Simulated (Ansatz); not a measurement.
**V_O (site 2) in LiLaO2 (P2_1/c): charge-transition levels and formation energies**

Aim: at which Fermi levels does V_O (site 2) in LiLaO2 (P2_1/c) change its charge? The model is a cell of 64 host atoms with 1 O taken out.

Program: Ansatz 0.2.0. Level of theory: place-levels on PBEsol runs: charge-transition levels and formation energies with image-charge correction and potential alignment at the atomic sites. Results are calculated unless marked as measured.

Most raw output is cut from this account.

## 1. The structure

The cell holds 63 atoms: 16 Li, 16 La and 31 O. Cell: a = 10.981 Å, b = 9.563 Å, c = 10.981 Å, α = 111.2°, β = 111.8°, γ = 111.1°. It derives from LiLaO2 (space group P2_1/c). Nearest the centre at fractional (0.388, 0.303, 0.175): Li14 at 2.13 Å, Li1 at 2.13 Å, La18 at 2.46 Å, La29 at 2.48 Å, La28 at 2.53 Å, La21 at 2.54 Å, O33 at 2.92 Å, O36 at 2.92 Å.

Known beforehand: the electronic dielectric constant, (4.50, 4.58, 4.51), and the static one, principal values (19.87, 20.07, 24.42), from a response run on this crystal (DFPT, PBEsol) at that run's own cell.

The cell's shortest repeat is 9.6 Å.

## 2. What was run first

A transition level is the Fermi level at which two charge states cost the same, so each charge needs its own total energy, at its own relaxed structure.

Each atom starts 0.05 Å or so off its site in a random direction. Forces are taken at one point at (¼, ¼, ¼). The cell holds 1 electron more than the neutral one, with a uniform background that keeps it neutral on the whole. The electron count is odd, so at least one spin is unpaired; this run locks the moment at 1 μB.

The sampling was tested on the host first: at the k-points planned (1x1x1 shifted 0.25 0.25 0.25) its energy lies -0.001 eV an atom from the dense-mesh value, under the bound of 0.02 eV set for this test; that bounds the host's error, not the defect's.

One state's input; the others differ in charge, spin, start and seed, and in occupations where the table says so.

Input file qm1_M1.relax/input.yaml:

```yaml
crystal:
  lattice:
    - [-7.10172383, 6.15869257, 5.67639954]
    - [4.55785073, -6.15869257, 5.72242795]
    - [7.10172383, 6.15869257, -5.67639954]
  atoms:
    - { symbol: Li, position: [0.33570452, 0.3238903, 0.34722589] }
    - { symbol: Li, position: [0.33570452, 0.8238903, 0.84722589] }
[... 3 atom lines left out ...]
    - { symbol: Li, position: [0.02333559, 0.9261097, 0.76181421] }
[... 4 atom lines left out ...]
    - { symbol: Li, position: [0.66429548, 0.1761097, 0.15277411] }
    - { symbol: Li, position: [0.66429548, 0.6761097, 0.65277411] }
[... 1 atom line left out ...]
    - { symbol: Li, position: [0.47666441, 0.5738903, 0.23818579] }
[... 3 atom lines left out ...]
    - { symbol: La, position: [0.31346854, 0.99787746, 0.11403179] }
[... 2 atom lines left out ...]
    - { symbol: La, position: [0.11615433, 0.25212254, 0.06559107] }
[... 6 atom lines left out ...]
    - { symbol: La, position: [0.68653146, 0.50212254, 0.38596821] }
    - { symbol: La, position: [0.38384567, 0.24787746, 0.93440893] }
    - { symbol: La, position: [0.38384567, 0.74787746, 0.43440893] }
[... 2 atom lines left out ...]
    - { symbol: O, position: [0.12729314, 0.05250471, 0.16469353] }
[... 2 atom lines left out ...]
    - { symbol: O, position: [0.62729314, 0.55250471, 0.16469353] }
    - { symbol: O, position: [0.11218881, 0.19749529, 0.82478842] }
[... 1 atom line left out ...]
    - { symbol: O, position: [0.61218881, 0.19749529, 0.32478842] }
[... 10 atom lines left out ...]
    - { symbol: O, position: [0.58328271, 0.18499896, 0.97130777] }
    - { symbol: O, position: [0.58328271, 0.68499896, 0.47130777] }
[... 1 atom line left out ...]
    - { symbol: O, position: [0.28630881, 0.56500104, 0.14828375] }
[... 2 atom lines left out ...]
    - { symbol: O, position: [0.41671729, 0.31500104, 0.52869223] }
[... 3 atom lines left out ...]
    - { symbol: O, position: [0.21369119, 0.43499896, 0.35171625] }
    - { symbol: O, position: [0.21369119, 0.93499896, 0.85171625] }
[... 1 atom line left out ...]
    - { symbol: O, position: [0.71369119, 0.93499896, 0.35171625] }
  host:
    repeats: [1, 1, 1]
    atoms:
      - { symbol: Li, position: [0.33570452, 0.3238903, 0.34722589] }
      - { symbol: Li, position: [0.33570452, 0.8238903, 0.84722589] }
      # ... 62 more atoms of the perfect host
total_charge: -1
basis:
  ecutwfc: 420
  xc_grid: 2
hamiltonian:
  xc: pbesol
kpoints:
  mp_grid: { grid: [1, 1, 1], shift: [0.25, 0.25, 0.25] }
magnetization:
  spin_polarized: true
  initial_magnetization: 1
  spin_locking: { lock_magnetization: hard }
scf:
  occupations: { method: fixed }
  max_iter: 80
output:
  forces: true
  charged_corrections:
    epsilon: [4.5, 4.58, 4.51]
    static_epsilon: [[20.94, 0.0, 1.74], [0.0, 19.87, 0.0], [1.74, 0.0, 23.55]]
    defect_position: [0.387811, 0.302505, 0.175212]
relax:
  f_tol: 0.02
  max_steps: 80
  random_displacement: { amplitude: 0.05, seed: 8609 }
checkpoint:
  write: "../qm1_M1.relax.run"
  compress: false
  write_wavefunctions: true
  write_every: 100000
```

Launch:

```
ansatz run input.yaml --threads 4 --pin off --max-ram 7536MiB --backend cpu --events-out ev --progress --plain --runs-dir out
```

The relaxed structure is kept and the sampling changed to a 2×2×2 shifted mesh.

The run of this state that the levels use, under PBEsol:

Input file qm1_M1.point/input.yaml:

```yaml
crystal:
  checkpoint: "../qm1_M1.relax.run"
  host: checkpoint
total_charge: -1
basis:
  ecutwfc: 420
  xc_grid: 2
hamiltonian:
  xc: pbesol
kpoints:
  mp_grid: { grid: [2, 2, 2], shift: [0.5, 0.5, 0.5] }
magnetization:
  spin_polarized: true
  initial_magnetization: 1
  spin_locking: { lock_magnetization: hard }
scf:
  occupations: { method: fermi_dirac, width: 0.01 }
  max_iter: 80
output:
  forces: true
  eigenvalues: true
  charged_corrections:
    epsilon: [4.5, 4.58, 4.51]
    static_epsilon: [[20.94, 0.0, 1.74], [0.0, 19.87, 0.0], [1.74, 0.0, 23.55]]
    defect_position: [0.387811, 0.302505, 0.175212]
  eigenstates: { localisation: true }
  populations: true
  efg: {}
checkpoint:
  read: "../qm1_M1.relax.run"
  write: "../qm1_M1.point.run"
  compress: false
  write_wavefunctions: false
  write_every: 100000
```

Relaxations under PBEsol at one point at (¼, ¼, ¼); times on 4 threads of Intel Xeon Platinum 8259CL at 2.50GHz (Skylake/Cascade Lake), shared host:

```tsv
charge	moment (μB)	occupations	outcome	steps	largest displacement against the far atoms (Å)	time
−1	1	fixed	converged	9	0.26	4.2 min
0	0	fixed	converged	7	0.18	84 s
+1	1	fixed	converged	8	0.56	2.7 min
+2	0	fixed	converged	10	0.62	2 min
0	2	fixed	converged	10	0.60	4 min
```

Single points under PBEsol at a 2×2×2 shifted mesh; times on 4 threads of Intel Xeon Platinum 8259CL at 2.50GHz (Skylake/Cascade Lake), shared host:

```tsv
charge	moment (μB)	occupations	outcome	time
−1	1	fermi-dirac	converged	3 min
0	0	fermi-dirac	converged	73 s
+1	1	fermi-dirac	converged	2.6 min
+2	0	fermi-dirac	converged	61 s
0	2	fermi-dirac	converged	2.9 min
```

Distances (Å) from the ideal centre to the nearest atoms after relaxation with PBEsol:

```tsv
charge	moment (μB)	1.	2.	3.	4.	5.	6.
−1	1	Li 2.26	Li 2.37	La 2.48	La 2.53	La 2.54	La 2.55
0	0	Li 2.22	Li 2.29	La 2.53	La 2.54	La 2.57	La 2.61
0	2	Li 2.33	La 2.50	La 2.53	La 2.57	La 2.58	Li 2.68
+1	1	Li 2.31	La 2.57	La 2.57	La 2.59	La 2.61	Li 2.65
+2	0	Li 2.39	La 2.62	La 2.64	La 2.67	Li 2.69	O 2.71
```

## 3. Levels against the band edges, PBEsol

A charged cell interacts with its images and the background, and its potential has another zero than the host's. place-levels removes the first by a point-charge model, screened by the static dielectric constant since the ions have relaxed around the charge, and the second by comparing potentials at atoms far from the defect.

The host is a run of the defect-free crystal in the same cutoffs, grids and k-points, so that basis and sampling errors cancel in part in the differences. Its band edges come from a run of the primitive cell that searches the zone for them. Chemical potentials are energies per atom of O (O2 molecule), run with the same functional and cutoff.

Input file levels.point.yaml:

```yaml
host:
  run: host.point.run
  levels_from: { run: edges.point.run }
states: [qm1_M1.point.run, q0.point.run, qp1_M1.point.run, qp2.point.run, q0_M2.point.run]
geometry_from:
  qm1_M1.point.run: qm1_M1.relax.run
  q0.point.run: q0.relax.run
  qp1_M1.point.run: qp1_M1.relax.run
  qp2.point.run: qp2.relax.run
  q0_M2.point.run: q0_M2.relax.run
  host.point.run: host.relax.run
chemical_potentials:
  O:
    energy: -558.282649
    dataset: "<sha256 of the dataset>"
epsilon: [4.5, 4.58, 4.51]
static_epsilon:
  - [20.94, 0.0, 1.74]
  - [0.0, 19.87, 0.0]
  - [1.74, 0.0, 23.55]
vertical:
  - { from: qm1_M1.point.run, to: qm1_M1.point_neutral.run }
  - { from: qp1_M1.point.run, to: qp1_M1.point_neutral.run }
  - { from: qp2.point.run, to: qp2.point_neutral.run }
```

Launch:

```
ansatz place-levels levels.point.yaml -- --threads 4 --pin off --max-ram 7536MiB
```

The job ended after 0.93 s (4 threads of Intel Xeon Platinum 8259CL at 2.50GHz (Skylake/Cascade Lake), shared host).

Levels between the charges placed, in eV above the valence top:

```tsv
	gap (eV)	(+2/+1)	(+1/0)	(0/−1)
PBEsol	3.74	2.18	3.11	3.70
```

Corrections by state:

```tsv
charge	moment (μB)	image terms and alignment (eV)	band filling (eV)	ε used	over the lowest of its charge, as the program ranks them, band filling apart (eV)
+2	0.0	0.187	-	principal values (19.87, 20.07, 24.42)	0.000
+1	1.0	-0.009	-	principal values (19.87, 20.07, 24.42)	0.000
0	0.0	0.000	-	-	0.000
−1	1.0	0.170	-	principal values (19.87, 20.07, 24.42)	0.000
0	2.0	0.000	-	-	0.330
```

The charged structures listed were also run neutral, and place-levels reads from each pair, by the potential or the spins, how wide the charge is by which they differ; that can be the carrier of either run.

```tsv
charge	rms radius (Å)	spread where it is widest against the cell (Å)	wide from (Å)	reading
+2	2.7	1.65	1.45	wide
+1	2.3	1.42	1.45	narrow
−1	2.9	2.05	1.45	wide
```

The neutral runs of these pairs need not share the spin of the lowest neutral state, and very wide values only mean spread over the cell.

From the program's caveats on the states, each cut to its opening words:

- charge +2: it parts from the run at its places by a charge that spreads by about 1.7 Å along one vector (1.4 Å or more is wide), by its potential at epsilon [4.5, 4.58, [...]
- charge +2: its alignment with the host at atomic sites is doubtful: the mean over the far sites moves by -0.0644 eV from their farther parts to their nearer, more than [...]
- charge +1 (1 μB): its displacements don't fall off away from the defect: farther atoms stand 0.039 Å off the host's places
- charge −1 (1 μB): it parts from the run at its places by a charge that spreads by about 2.1 Å along one vector (1.4 Å or more is wide), by its potential at epsilon [4.5, 4.58, [...]
- charge −1 (1 μB): its alignment with the host at atomic sites is doubtful: the mean over the far sites moves by -0.0514 eV from their farther parts to their nearer, more than [...]
- charge −1 (1 μB): the far atoms show a dipole or second moment of the defect's charge, for which the correction takes or leaves out 0.092 eV: further moments aren't read, and [...]
- charge −1 (1 μB): its displacements don't fall off away from the defect: farther atoms stand 0.034 Å off the host's places
- charge 0 (2 μB): its alignment with the host at atomic sites is doubtful: the mean over the far sites moves by -0.0738 eV from their farther parts to their nearer, more than [...]
- charge 0 (2 μB): the far atoms show a dipole or second moment of the defect's charge, for which the correction takes or leaves out 0.136 eV: further moments aren't read, and [...]
- charge 0 (2 μB): its displacements don't fall off away from the defect: farther atoms stand 0.037 Å off the host's places

Chemical potentials of the elements' reference phases, run alike. Formation energies (elemental references), with the Fermi level at the valence top and at the conduction bottom (gap 3.74 eV):

```tsv
charge	at valence top (eV)	at conduction bottom (eV)	correction included (eV)
+2	1.35	8.82	0.19
+1	3.52	7.26	-0.01
0	6.63	6.63	0.00
−1	10.33	6.60	0.17
```

```tsv
Fermi level (eV)	lowest formation energy (eV)
0.00	1.35
0.34	2.03
0.68	2.70
1.02	3.38
1.36	4.06
1.70	4.74
2.04	5.43
2.38	5.90
2.72	6.24
3.06	6.58
3.40	6.63
3.74	6.60
```

## 4. Effect of the sampling

The relaxations' own energies give the levels at their sampling, for comparison.

Input file levels.relax_mesh.yaml:

```yaml
host:
  run: host.relax.run
  levels_from: { run: edges.relax.run }
states: [qm1_M1.relax.run, q0.relax.run, qp1_M1.relax.run, qp2.relax.run, q0_M2.relax.run]
chemical_potentials:
  O:
    energy: -558.282649
    dataset: "<sha256 of the dataset>"
```

Launch:

```
ansatz place-levels levels.relax_mesh.yaml -- --threads 4 --pin off --max-ram 7536MiB
```

The job ended after 0.32 s (4 threads).

Levels between neighbouring charges, in eV above the valence top:

```tsv
	gap (eV)	(+2/+1)	(+1/0)	(0/−1)
one point at (¼, ¼, ¼)	3.74	2.18	3.12	3.73
a 2×2×2 shifted mesh	3.74	2.18	3.11	3.70
```

Going from one point at (¼, ¼, ¼) to a 2×2×2 shifted mesh moves the levels that carry no band-filling term by up to 0.03 eV and formation energies against the elements by up to 0.06 eV.

## 5. Another choice

The levels are placed again with one choice changed, to see how much they rest on it.

levels.try0.yaml is levels.point.yaml with these lines changed:

```diff
-epsilon: [4.5, 4.58, 4.51]
-static_epsilon:
-  - [20.94, 0.0, 1.74]
-  - [0.0, 19.87, 0.0]
-  - [1.74, 0.0, 23.55]
+epsilon: 1.0001
+static_epsilon: 1.0001
```

Launch:

```
ansatz place-levels levels.try0.yaml -- --threads 4 --pin off --max-ram 7536MiB
```

The change: no screening of the image charge.

Levels in eV above the valence top; the changed ones are not the defect's:

```tsv
	gap (eV)	(+2/+1)	(+1/0)	(0/−1)
changed	3.74	-0.46	1.71	3.94
as set up	3.74	2.18	3.11	3.70
```

The largest shift is 2.64 eV, band-filling terms included.

## 6. Results

```yaml
gap_of_the_host: 3.74 eV (PBEsol)
level_plus_2_plus_1: 2.18 eV above the valence top
level_plus_1_over_0: 3.11 eV above the valence top
level_0_minus_1: 3.70 eV above the valence top
lowest_of_the_charges_placed_just_above_the_valence_top_0p02_ev: +2
lowest_of_the_charges_placed_just_below_the_conduction_bottom_0p02_ev: −1
lowest_formation_energy_at_mid_gap_of_the_charges_run_elemental_references: 5.08 eV
```

Of the charges placed (−1, 0, +1 and +2), the lowest changes at 2.18 eV (+2/+1), 3.11 eV (+1/0) and 3.70 eV (0/−1) above the valence top, in a gap of 3.74 eV. (0/−1) lies nearer to a band edge than the share of the finite-size correction in it (0.17 eV), and that correction holds for a localised charge alone. (0/−1) lies 0.03 eV from a band edge, less than the doubt on such levels. Charges above +2 and below −1 were not placed, so these runs say nothing of levels that involve them. States placed: +2 at 0 μB; +1 at 1 μB; 0 at 0 μB and 2 μB; −1 at 1 μB. Other spin states or structures, where not listed, weren't placed. Going from one point at (¼, ¼, ¼) to a 2×2×2 shifted mesh moves the levels that carry no band-filling term by up to 0.03 eV and formation energies against the elements by up to 0.06 eV. The program doubts the alignment of potentials for at least one state, a sign that the cell is small. Limits: PBEsol makes the gap too small and tends to spread out bound carriers; where a gas molecule sets a chemical potential or the host's formation energy, its binding is uncorrected; spin–orbit coupling, which can matter with heavy atoms, is left out.

[Logs are printed without paths, hosts, clocks, repeated set-up lines and the standing remarks that a program may print on its own settings, such as how far it seeks lower states.]

[Hosts, paths, dates, database ids (printed as entryN), source tags and the programs' standing remarks are cut or masked in the printed files.]

[Where a table of states has a column of steps, it counts the stored structures, which are thinned; the runs took as many ionic steps or more.]

[A defect's name tells the site on which it was built; relaxed atoms can leave that site.]

[For some hosts the program warned that the k-mesh of the response run may be too coarse for force constants and the static dielectric constant; such warnings are not shown here.]
